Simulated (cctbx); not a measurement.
## A crystallographic session in cctbx: Nd2Ho2FeTe7

Library: cctbx 2025.11. The data are simulated by the first script.

## 1. Simulate the data

run.py:

```python
from cctbx import adptbx, crystal, miller, sgtbx, xray
from cctbx.array_family import flex
from iotbx.shelx import hklf
from scitbx import matrix
import scitbx.random

cs = crystal.symmetry(unit_cell=(13.123, 3.984, 11.932, 90, 106.94, 90), space_group_symbol='Hall: C -2y')  # Cm
atoms = [  # label, site, U (iso, or U11 U22 U33 U12 U13 U23 in A^2), occupancy
    ("Ho1", (0.3071, 0, 0.2017), 0.0121, 1),
    ("Ho2", (0.1926, 0.5, 0.7898), 0.0114, 1),
    ("Nd1", (0.1125, 0, 0.4355), 0.0133, 1),
    ("Nd2", (0.4962, 0.5, 0.9889), 0.0166, 1),
    ("Te1", (0.4886, 0, 0.5042), 0.0129, 1),
    ("Te2", (0.4662, 0.5, 0.2083), 0.0154, 1),
    ("Te3", (0.032, 0, 0.769), 0.0129, 1),
    ("Te4", (0.1606, 0.5, 0.0546), 0.0149, 1),
    ("Te5", (0.3369, 0, 0.9548), 0.0173, 1),
    ("Te6", (0.2675, 0, 0.6496), 0.0144, 1),
    ("Te7", (0.2515, 0.5, 0.3659), 0.0127, 1),
    ("Fe1", (0.3848, 0.5, 0.5775), 0.0189, 1),
]
xs = xray.structure(crystal_symmetry=cs)
for label, site, u, occ in atoms:
    u = adptbx.u_cif_as_u_star(cs.unit_cell(), u) if isinstance(u, tuple) else u
    xs.add_scatterer(xray.scatterer(label, site=site, u=u, occupancy=occ))
xs.set_inelastic_form_factors(0.71073, "sasaki")
xs.show_summary()
p1 = xs.expand_to_p1()
ms = miller.build_set(p1, anomalous_flag=True, d_min=0.6)
flex.set_random_seed(6695)
scitbx.random.set_random_seed(6695)
ms = ms.select(flex.random_double(ms.size()) < 0.8)
i = ms.structure_factors_from_scatterers(p1, algorithm="direct").f_calc().as_intensity_array().data()
i = i * 70000 / flex.max(i)
sig = flex.sqrt(i + flex.pow2(0.02 * i) + 4 ** 2)
noise = scitbx.random.variate(scitbx.random.normal_distribution())(i.size())
data = ms.array(data=i + sig * noise, sigmas=sig).set_observation_type_xray_intensity()
with open("data.hkl", "w") as f:
    data.export_as_shelx_hklf(f)
print("reflections written:", data.size(), " <I/sigma> = %.1f" % flex.mean(data.data() / data.sigmas()))
for h, a, b in list(data.sort("data"))[:12]:
    print("%4d%4d%4d %9.1f %7.1f" % (h + (a, b)))
```

```console
$ python run.py
```

```text
Number of scatterers: 12
At special positions: 12
Unit cell: (13.123, 3.984, 11.932, 90, 106.94, 90)
Space group: C 1 m 1 (No. 8)
reflections written: 9255  <I/sigma> = 11.1
   0   2   0   69416.3  1424.8
   0  -2   0   67711.5  1424.8
   6   0  -4   46961.7   951.2
  -6   0   4   46325.2   952.2
   6   0   1   33117.0   691.0
  -6   0  -1   32921.1   690.0
  -6  -2   4   30324.0   628.5
  -6   2   4   30067.3   628.5
  -2   0  -3   27856.3   558.1
  -3   1   2   25354.6   531.8
  -3  -1   2   25351.7   531.8
   3   1  -2   25232.3   532.5
```

Run time: 0.49 s on 1 thread of Arm Neoverse N1, on a shared host, peak memory 0.07 GiB.

## 2. Refinement (right model, isotropic)

run.py:

```python
import math
from cctbx import adptbx, crystal, maptbx, sgtbx, xray
from cctbx.array_family import flex
from cctbx.xray import observations
from iotbx.shelx import hklf
from scitbx.lstbx import normal_eqns_solving
from smtbx import absolute_structure, utils
from smtbx.refinement import constraints, least_squares

cs = crystal.symmetry(unit_cell=(13.123, 3.984, 11.932, 90, 106.94, 90), space_group_symbol='Hall: C -2y')  # Cm
atoms = [  # label, site, U (iso, or U11 U22 U33 U12 U13 U23 in A^2), occupancy
    ("Ho1", (0.306, 0, 0.198), 0.0200, 1),
    ("Ho2", (0.1909, 0.5, 0.796), 0.0200, 1),
    ("Nd1", (0.1128, 0, 0.4353), 0.0200, 1),
    ("Nd2", (0.495, 0.5, 0.9915), 0.0200, 1),
    ("Te1", (0.4836, 0, 0.4977), 0.0200, 1),
    ("Te2", (0.4657, 0.5, 0.2161), 0.0200, 1),
    ("Te3", (0.0365, 0, 0.7725), 0.0200, 1),
    ("Te4", (0.1594, 0.5, 0.0532), 0.0200, 1),
    ("Te5", (0.334, 0, 0.9537), 0.0200, 1),
    ("Te6", (0.2685, 0, 0.6479), 0.0200, 1),
    ("Te7", (0.2518, 0.5, 0.3667), 0.0200, 1),
    ("Fe1", (0.3867, 0.5, 0.5796), 0.0200, 1),
]
xs = xray.structure(crystal_symmetry=cs)
for label, site, u, occ in atoms:
    u = adptbx.u_cif_as_u_star(cs.unit_cell(), u) if isinstance(u, tuple) else u
    xs.add_scatterer(xray.scatterer(label, site=site, u=u, occupancy=occ))
xs.set_inelastic_form_factors(0.71073, "sasaki")
raw = hklf.reader(file_name="data.hkl").as_miller_arrays(crystal_symmetry=cs, anomalous=True)[0]
merged = raw.eliminate_sys_absent().merge_equivalents()
fo2 = merged.array().set_observation_type_xray_intensity()
print("Rint %.3f, %d unique reflections to %.2f A" % (merged.r_int(), fo2.size(), fo2.d_min()))
for sc in xs.scatterers():
    sc.flags.set_grad_site(True)
    sc.flags.set_grad_u_aniso(sc.flags.use_u_aniso())
    sc.flags.set_grad_u_iso(sc.flags.use_u_iso())
obs = fo2.as_xray_observations()
extra = {}
rep = constraints.reparametrisation(xs, [], utils.connectivity_table(xs), **extra)
ls = least_squares.crystallographic_ls(obs, rep, weighting_scheme=least_squares.mainstream_shelx_weighting(a=0, b=0))
print("cycle     R1     wR2    GooF  max shift (A)")
for cycle in range(8):
    ls.build_up()
    r1, wr2, goof = ls.r1_factor(cutoff_factor=2)[0], ls.wR2(), ls.goof()
    old = xs.sites_cart()
    normal_eqns_solving.levenberg_marquardt_iterations(ls, n_max_iterations=3, tau=1e-06, step_threshold=1e-7)
    big = flex.max((xs.sites_cart() - old).norms())
    print("%4d %7.4f %7.4f %7.3f %9.5f" % (cycle + 1, r1, wr2, goof, big))
    ls.build_up(objective_only=True)
    if abs(ls.wR2() - wr2) < 5e-5 and big < 5e-4:
        break
ls.build_up()
print("final R1 %.4f wR2 %.4f GooF %.3f  parameters %d  data/parameter %.1f" % (ls.r1_factor(cutoff_factor=2)[0], ls.wR2(), ls.goof(), ls.n_parameters, fo2.size() / ls.n_parameters))
cov = ls.covariance_matrix_and_annotations()
su = dict(zip(cov.annotations, (math.sqrt(max(v, 0)) for v in cov.matrix.matrix_packed_u_diagonal())))
a2 = cs.unit_cell().reciprocal_parameters()[0] ** -2
print("atom        x        y        z      Ueq    occ   su(xyz)  su(Uiso or U11)")
for sc in xs.scatterers():
    s = max(su.get(sc.label + k, 0) for k in (".x", ".y", ".z"))
    npd = "" if sc.is_positive_definite_u(cs.unit_cell()) else "  NPD"
    print("%-5s %8.5f %8.5f %8.5f %8.4f %6.3f %8.5f %7.4f%s" % ((sc.label,) + sc.site + (sc.u_iso_or_equiv(cs.unit_cell()), sc.occupancy, s, su.get(sc.label + ".uiso", su.get(sc.label + ".u11", 0) * a2), npd)))
fo = fo2.f_sq_as_f()
fc = fo.structure_factors_from_scatterers(xs, algorithm="direct").f_calc()
diff = fo.f_obs_minus_f_calc(1 / math.sqrt(ls.scale_factor()), fc).average_bijvoet_mates()
m = diff.fft_map(symmetry_flags=maptbx.use_space_group_symmetry, resolution_factor=0.25).apply_volume_scaling()
print("difference map: max %.2f min %.2f rms %.2f" % (m.statistics().max(), m.statistics().min(), m.statistics().sigma()))
peaks = m.peak_search(parameters=maptbx.peak_search_parameters(min_distance_sym_equiv=0.6, max_clusters=6)).all()
near = xs.closest_distances(peaks.sites(), distance_cutoff=4)
sps = cs.special_position_settings(min_distance_sym_equiv=0.5)
for k, (x, h) in enumerate(zip(peaks.sites(), peaks.heights())):
    ss = sps.site_symmetry(x)
    print("Q%-3d %7.4f %7.4f %7.4f %4d %7.2f  %.2f A from %s" % ((k + 1,) + tuple(t % 1 for t in ss.exact_site()) + (ss.multiplicity(), h, near.smallest_distances[k], xs.scatterers()[near.i_seqs[k]].label)))
```

```console
$ python run.py
```

```text
Rint 0.016, 2980 unique reflections to 0.60 A
cycle     R1     wR2    GooF  max shift (A)
   1  0.1724  0.3983  11.805   0.08817
   2  0.0136  0.0326   0.966   0.00025
final R1 0.0136 wR2 0.0326 GooF 0.966  parameters 36  data/parameter 82.8
atom        x        y        z      Ueq    occ   su(xyz)  su(Uiso or U11)
Ho1    0.30640  0.00000  0.20242   0.0121  1.000  0.00002  0.0000
Ho2    0.19189  0.50000  0.79052   0.0114  1.000  0.00002  0.0000
Nd1    0.11177  0.00000  0.43619   0.0133  1.000  0.00002  0.0000
Nd2    0.49551  0.50000  0.98954   0.0166  1.000  0.00003  0.0000
Te1    0.48791  0.00000  0.50491   0.0129  1.000  0.00003  0.0001
Te2    0.46552  0.50000  0.20899   0.0154  1.000  0.00003  0.0001
Te3    0.03130  0.00000  0.76969   0.0129  1.000  0.00003  0.0001
Te4    0.15995  0.50000  0.05529   0.0149  1.000  0.00003  0.0001
Te5    0.33623  0.00000  0.95554   0.0173  1.000  0.00003  0.0001
Te6    0.26683  0.00000  0.65031   0.0144  1.000  0.00003  0.0001
Te7    0.25080  0.50000  0.36658   0.0127  1.000  0.00003  0.0001
Fe1    0.38402  0.50000  0.57826   0.0189  1.000  0.00008  0.0001
difference map: max 0.75 min -0.73 rms 0.18
Q1    0.0195  0.5000  0.6992    2    0.76  2.15 A from Te3
Q2    0.0085  0.0000  0.1856    2    0.74  0.70 A from Te2
Q3    0.0809  0.5000  0.7296    2    0.74  1.43 A from Ho2
Q4    0.3793  0.5000  0.0910    2    0.70  1.53 A from Te2
Q5    0.9972  0.0000  0.6371    2    0.70  1.45 A from Fe1
Q6    0.4413  0.5000  0.4317    2    0.69  2.09 A from Fe1
```

Time: 0.69 s.

## 3. Refinement (right model, anisotropic)

run.py, as its changes from the last script of this kind:

```diff
@@ -12,12 +12,12 @@
-    ("Ho1", (0.306, 0, 0.198), 0.0200, 1),
-    ("Ho2", (0.1909, 0.5, 0.796), 0.0200, 1),
-    ("Nd1", (0.1128, 0, 0.4353), 0.0200, 1),
-    ("Nd2", (0.495, 0.5, 0.9915), 0.0200, 1),
-    ("Te1", (0.4836, 0, 0.4977), 0.0200, 1),
-    ("Te2", (0.4657, 0.5, 0.2161), 0.0200, 1),
-    ("Te3", (0.0365, 0, 0.7725), 0.0200, 1),
-    ("Te4", (0.1594, 0.5, 0.0532), 0.0200, 1),
-    ("Te5", (0.334, 0, 0.9537), 0.0200, 1),
-    ("Te6", (0.2685, 0, 0.6479), 0.0200, 1),
-    ("Te7", (0.2518, 0.5, 0.3667), 0.0200, 1),
-    ("Fe1", (0.3867, 0.5, 0.5796), 0.0200, 1),
+    ("Ho1", (0.3064, 0, 0.20242), 0.0121, 1),
+    ("Ho2", (0.19189, 0.5, 0.79052), 0.0114, 1),
+    ("Nd1", (0.11177, 0, 0.43619), 0.0133, 1),
+    ("Nd2", (0.49551, 0.5, 0.98954), 0.0166, 1),
+    ("Te1", (0.48791, 0, 0.50491), 0.0129, 1),
+    ("Te2", (0.46552, 0.5, 0.20899), 0.0154, 1),
+    ("Te3", (0.0313, 0, 0.76969), 0.0129, 1),
+    ("Te4", (0.15995, 0.5, 0.05529), 0.0149, 1),
+    ("Te5", (0.33623, 0, 0.95554), 0.0173, 1),
+    ("Te6", (0.26683, 0, 0.65031), 0.0144, 1),
+    ("Te7", (0.2508, 0.5, 0.36658), 0.0127, 1),
+    ("Fe1", (0.38402, 0.5, 0.57826), 0.0189, 1),
@@ -29,0 +30 @@
+xs.convert_to_anisotropic()
@@ -62,0 +64,4 @@
+fc = fo2.structure_factors_from_scatterers(xs, algorithm="direct").f_calc()
+absolute_structure.flack_analysis(xs, fo2.as_xray_observations()).show()
+h = absolute_structure.hooft_analysis(fo2, fc, scale_factor=ls.scale_factor())
+print("Hooft y: %.3f(%.0f)  Bijvoet pairs: %d" % (h.hooft_y, 1000 * h.sigma_y, h.n_bijvoet_pairs))
```

```console
$ python run.py
```

```text
Rint 0.016, 2980 unique reflections to 0.60 A
cycle     R1     wR2    GooF  max shift (A)
   1  0.0136  0.0326   0.972   0.00069
   2  0.0136  0.0324   0.967   0.00000
final R1 0.0136 wR2 0.0324 GooF 0.967  parameters 72  data/parameter 41.4
atom        x        y        z      Ueq    occ   su(xyz)  su(Uiso or U11)
Ho1    0.30640  0.00000  0.20242   0.0121  1.000  0.00002  0.0001
Ho2    0.19189  0.50000  0.79052   0.0114  1.000  0.00002  0.0001
Nd1    0.11176  0.00000  0.43619   0.0133  1.000  0.00002  0.0001
Nd2    0.49552  0.50000  0.98953   0.0166  1.000  0.00003  0.0001
Te1    0.48790  0.00000  0.50491   0.0129  1.000  0.00003  0.0001
Te2    0.46553  0.50000  0.20901   0.0154  1.000  0.00003  0.0001
Te3    0.03129  0.00000  0.76969   0.0129  1.000  0.00003  0.0001
Te4    0.15994  0.50000  0.05529   0.0149  1.000  0.00003  0.0001
Te5    0.33624  0.00000  0.95554   0.0173  1.000  0.00003  0.0001
Te6    0.26683  0.00000  0.65031   0.0144  1.000  0.00003  0.0001
Te7    0.25081  0.50000  0.36658   0.0127  1.000  0.00003  0.0001
Fe1    0.38397  0.50000  0.57822   0.0189  1.000  0.00009  0.0003
Flack x: 0.000(6)
Hooft y: 0.003(7)  Bijvoet pairs: 1382
difference map: max 0.75 min -0.72 rms 0.18
Q1    0.0091  0.0000  0.1867    2    0.75  0.70 A from Te2
Q2    0.0192  0.5000  0.6996    2    0.74  2.15 A from Te3
Q3    0.9978  0.0000  0.6381    2    0.73  1.46 A from Fe1
Q4    0.0805  0.5000  0.7296    2    0.71  1.43 A from Ho2
Q5    0.0950  0.5000  0.5134    2    0.69  1.38 A from Te1
Q6    0.4424  0.5000  0.4337    2    0.68  2.08 A from Fe1
```

Time: 0.71 s.

## 4. Refinement

run.py, as its changes from the last script of this kind:

```diff
@@ -23 +22,0 @@
-    ("Fe1", (0.38402, 0.5, 0.57826), 0.0189, 1),
@@ -44 +43 @@
-for cycle in range(8):
+for cycle in range(12):
@@ -64,4 +62,0 @@
-fc = fo2.structure_factors_from_scatterers(xs, algorithm="direct").f_calc()
-absolute_structure.flack_analysis(xs, fo2.as_xray_observations()).show()
-h = absolute_structure.hooft_analysis(fo2, fc, scale_factor=ls.scale_factor())
-print("Hooft y: %.3f(%.0f)  Bijvoet pairs: %d" % (h.hooft_y, 1000 * h.sigma_y, h.n_bijvoet_pairs))
```

```console
$ python run.py
```

```text
Rint 0.016, 2980 unique reflections to 0.60 A
cycle     R1     wR2    GooF  max shift (A)
   1  0.0838  0.2060   6.137   0.01664
   2  0.0753  0.1884   5.613   0.00016
final R1 0.0752 wR2 0.1884 GooF 5.613  parameters 66  data/parameter 45.2
atom        x        y        z      Ueq    occ   su(xyz)  su(Uiso or U11)
Ho1    0.30623  0.00000  0.20243   0.0109  1.000  0.00011  0.0005
Ho2    0.19188  0.50000  0.79073   0.0102  1.000  0.00010  0.0005
Nd1    0.11198  0.00000  0.43491   0.0105  1.000  0.00014  0.0005
Nd2    0.49531  0.50000  0.98937   0.0151  1.000  0.00016  0.0006
Te1    0.48804  0.00000  0.50517   0.0113  1.000  0.00016  0.0008
Te2    0.46613  0.50000  0.21044   0.0126  1.000  0.00017  0.0008
Te3    0.03141  0.00000  0.76949   0.0131  1.000  0.00018  0.0008
Te4    0.16042  0.50000  0.05563   0.0142  1.000  0.00019  0.0008
Te5    0.33632  0.00000  0.95534   0.0158  1.000  0.00019  0.0008
Te6    0.26646  0.00000  0.64988   0.0140  1.000  0.00018  0.0008
Te7    0.25004  0.50000  0.36692   0.0129  1.000  0.00017  0.0008
difference map: max 54.72 min -7.05 rms 1.49
Q1    0.3827  0.5000  0.5776    2   56.30  2.54 A from Te3
Q2    0.1045  0.0000  0.4252    2   17.99  0.13 A from Nd1
Q3    0.4908  0.0000  0.5068    2   10.69  0.04 A from Te1
Q4    0.4123  0.5000  0.6444    2   10.39  1.82 A from Te3
Q5    0.3520  0.0000  0.2933    2   10.05  1.08 A from Ho1
Q6    0.0332  0.5000  0.0671    2    9.92  1.71 A from Te4
```

Time: 0.74 s.

This run holds a fault made on purpose: atom left out: Fe1.

## 5. Refinement

run.py, as its changes from the last script of this kind:

```diff
@@ -12,11 +12,12 @@
-    ("Ho1", (0.3064, 0, 0.20242), 0.0121, 1),
-    ("Ho2", (0.19189, 0.5, 0.79052), 0.0114, 1),
-    ("Nd1", (0.11177, 0, 0.43619), 0.0133, 1),
-    ("Nd2", (0.49551, 0.5, 0.98954), 0.0166, 1),
-    ("Te1", (0.48791, 0, 0.50491), 0.0129, 1),
-    ("Te2", (0.46552, 0.5, 0.20899), 0.0154, 1),
-    ("Te3", (0.0313, 0, 0.76969), 0.0129, 1),
-    ("Te4", (0.15995, 0.5, 0.05529), 0.0149, 1),
-    ("Te5", (0.33623, 0, 0.95554), 0.0173, 1),
-    ("Te6", (0.26683, 0, 0.65031), 0.0144, 1),
-    ("Te7", (0.2508, 0.5, 0.36658), 0.0127, 1),
+    ("Ho1", (0.2762, 0, 0.1248), 0.0200, 1),
+    ("Ho2", (0.1235, 0.5, 0.786), 0.0200, 1),
+    ("Nd1", (0.1002, 0, 0.3642), 0.0200, 1),
+    ("Nd2", (0.5504, 0.5, 0.9158), 0.0200, 1),
+    ("Te1", (0.4649, 0, 0.5076), 0.0200, 1),
+    ("Te2", (0.4251, 0.5, 0.1613), 0.0200, 1),
+    ("Te3", (0.0146, 0, 0.7287), 0.0200, 1),
+    ("Te4", (0.1822, 0.5, 0.0471), 0.0200, 1),
+    ("Te5", (0.3084, 0, 0.9888), 0.0200, 1),
+    ("Te6", (0.2179, 0, 0.6938), 0.0200, 1),
+    ("Te7", (0.2746, 0.5, 0.3213), 0.0200, 1),
+    ("Fe1", (0.3096, 0.5, 0.5675), 0.0200, 1),
@@ -29 +29,0 @@
-xs.convert_to_anisotropic()
@@ -43 +43 @@
-for cycle in range(12):
+for cycle in range(10):
@@ -47 +47 @@
-    normal_eqns_solving.levenberg_marquardt_iterations(ls, n_max_iterations=3, tau=1e-06, step_threshold=1e-7)
+    normal_eqns_solving.levenberg_marquardt_iterations(ls, n_max_iterations=3, tau=0.0001, step_threshold=1e-7)
```

```console
$ python run.py
```

```text
Rint 0.016, 2980 unique reflections to 0.60 A
cycle     R1     wR2    GooF  max shift (A)
   1  0.7601  0.9529  28.243   0.03274
   2  0.7506  0.9492  28.133   0.03267
   3  0.7407  0.9451  28.012   0.03194
   4  0.7301  0.9406  27.880   0.03078
   5  0.7190  0.9357  27.735   0.02957
   6  0.7074  0.9303  27.573   0.02859
   7  0.6949  0.9241  27.391   0.02759
   8  0.6818  0.9173  27.188   0.02937
   9  0.6685  0.9100  26.973   0.03017
  10  0.6562  0.9031  26.767   0.02802
final R1 0.6459 wR2 0.8970 GooF 26.589  parameters 36  data/parameter 82.8
atom        x        y        z      Ueq    occ   su(xyz)  su(Uiso or U11)
Ho1    0.27474  0.00000  0.12392   0.0088  1.000  0.00176  0.0036
Ho2    0.11044  0.50000  0.77149   0.0183  1.000  0.00226  0.0049
Nd1    0.09280  0.00000  0.36436   0.0120  1.000  0.00241  0.0041
Nd2    0.55277  0.50000  0.91602   0.0132  1.000  0.00228  0.0045
Te1    0.45691  0.00000  0.51639   0.0126  1.000  0.00301  0.0048
Te2    0.43656  0.50000  0.14550   0.0005  1.000  0.00193  0.0034
Te3    0.02194  0.00000  0.74026   0.0144  1.000  0.00287  0.0056
Te4    0.17949  0.50000  0.05537   0.0105  1.000  0.00291  0.0054
Te5    0.30818  0.00000  0.97890   0.0189  1.000  0.00338  0.0066
Te6    0.23439  0.00000  0.70303   0.0158  1.000  0.00291  0.0061
Te7    0.27890  0.50000  0.33407   0.0192  1.000  0.00357  0.0067
Fe1    0.31815  0.50000  0.56796   0.0231  1.000  0.00949  0.0177
difference map: max 609.53 min -181.36 rms 32.94
Q1    0.4371  0.5000  0.1479    2  618.29  0.03 A from Te2
Q2    0.2781  0.0000  0.1264    2  610.93  0.05 A from Ho1
Q3    0.1117  0.5000  0.7694    2  430.05  0.03 A from Ho2
Q4    0.1799  0.5000  0.0518    2  413.77  0.04 A from Te4
Q5    0.0491  0.0000  0.9159    2  410.26  0.05 A from Nd2
Q6    0.0893  0.0000  0.3636    2  374.45  0.04 A from Nd1
```

Time: 1.2 s.

This run holds a fault made on purpose: start far from the minimum.

## 6. Refinement

run.py, as its changes from the last script of this kind:

```diff
@@ -12,12 +12,12 @@
-    ("Ho1", (0.2762, 0, 0.1248), 0.0200, 1),
-    ("Ho2", (0.1235, 0.5, 0.786), 0.0200, 1),
-    ("Nd1", (0.1002, 0, 0.3642), 0.0200, 1),
-    ("Nd2", (0.5504, 0.5, 0.9158), 0.0200, 1),
-    ("Te1", (0.4649, 0, 0.5076), 0.0200, 1),
-    ("Te2", (0.4251, 0.5, 0.1613), 0.0200, 1),
-    ("Te3", (0.0146, 0, 0.7287), 0.0200, 1),
-    ("Te4", (0.1822, 0.5, 0.0471), 0.0200, 1),
-    ("Te5", (0.3084, 0, 0.9888), 0.0200, 1),
-    ("Te6", (0.2179, 0, 0.6938), 0.0200, 1),
-    ("Te7", (0.2746, 0.5, 0.3213), 0.0200, 1),
-    ("Fe1", (0.3096, 0.5, 0.5675), 0.0200, 1),
+    ("Ho1", (0.3064, 0, 0.20242), 0.0121, 1),
+    ("Ho2", (0.19189, 0.5, 0.79052), 0.0114, 1),
+    ("Nd1", (0.11177, 0, 0.43619), 0.0133, 1),
+    ("Nd2", (0.49551, 0.5, 0.98954), 0.0166, 1),
+    ("Te1", (0.48791, 0, 0.50491), 0.0129, 1),
+    ("Te2", (0.46552, 0.5, 0.20899), 0.0154, 1),
+    ("Te3", (0.0313, 0, 0.76969), 0.0129, 1),
+    ("Te4", (0.15995, 0.5, 0.05529), 0.0149, 1),
+    ("Te5", (0.33623, 0, 0.95554), 0.0173, 1),
+    ("Te6", (0.26683, 0, 0.65031), 0.0144, 1),
+    ("Te7", (0.2508, 0.5, 0.36658), 0.0127, 1),
+    ("Fe1", (0.38402, 0.5, 0.57826), 0.0189, 1),
@@ -29 +29,2 @@
-xs.set_inelastic_form_factors(0.71073, "sasaki")
+xs.set_inelastic_form_factors(1.54184, "sasaki")
+xs.convert_to_anisotropic()
@@ -43 +44 @@
-for cycle in range(10):
+for cycle in range(12):
@@ -47 +48 @@
-    normal_eqns_solving.levenberg_marquardt_iterations(ls, n_max_iterations=3, tau=0.0001, step_threshold=1e-7)
+    normal_eqns_solving.levenberg_marquardt_iterations(ls, n_max_iterations=3, tau=1e-06, step_threshold=1e-7)
```

```console
$ python run.py
```

```text
Rint 0.016, 2980 unique reflections to 0.60 A
cycle     R1     wR2    GooF  max shift (A)
   1  0.1918  0.4443  13.251   0.01058
   2  0.0730  0.1917   5.717   0.00045
final R1 0.0729 wR2 0.1917 GooF 5.717  parameters 72  data/parameter 41.4
atom        x        y        z      Ueq    occ   su(xyz)  su(Uiso or U11)
Ho1    0.30636  0.00000  0.20260  -0.0040  1.000  0.00011  0.0005  NPD
Ho2    0.19175  0.50000  0.79043  -0.0047  1.000  0.00011  0.0005  NPD
Nd1    0.11188  0.00000  0.43612   0.0142  1.000  0.00015  0.0006
Nd2    0.49587  0.50000  0.98958   0.0177  1.000  0.00017  0.0006
Te1    0.48792  0.00000  0.50460   0.0168  1.000  0.00018  0.0008
Te2    0.46543  0.50000  0.20920   0.0185  1.000  0.00019  0.0009
Te3    0.03119  0.00000  0.76934   0.0164  1.000  0.00018  0.0007
Te4    0.16006  0.50000  0.05563   0.0186  1.000  0.00019  0.0008
Te5    0.33610  0.00000  0.95574   0.0204  1.000  0.00019  0.0009
Te6    0.26696  0.00000  0.65037   0.0184  1.000  0.00019  0.0008
Te7    0.25045  0.50000  0.36607   0.0165  1.000  0.00018  0.0008
Fe1    0.38437  0.50000  0.57919   0.0173  1.000  0.00051  0.0021
difference map: max 15.09 min -4.85 rms 1.04
Q1    0.1952  0.5000  0.8082    2   15.36  0.20 A from Ho2
Q2    0.2997  0.0000  0.1879    2   13.30  0.17 A from Ho1
Q3    0.1110  0.0000  0.4394    2   12.28  0.04 A from Nd1
Q4    0.4921  0.5000  0.9850    2    9.04  0.06 A from Nd2
Q5    0.0580  0.5000  0.6172    2    4.85  1.39 A from Te1
Q6    0.2908  0.0000  0.7484    2    4.12  1.12 A from Te6
```

Run time: 0.69 s on 1 thread of Arm Neoverse N1, on a shared host, peak memory 0.09 GiB.

This run holds a fault made on purpose: dispersion terms of the wrong wavelength.

[Logs are printed without paths, hosts, clocks, repeated set-up lines and the standing remarks that a program may print on its own settings, such as how far it seeks lower states.]
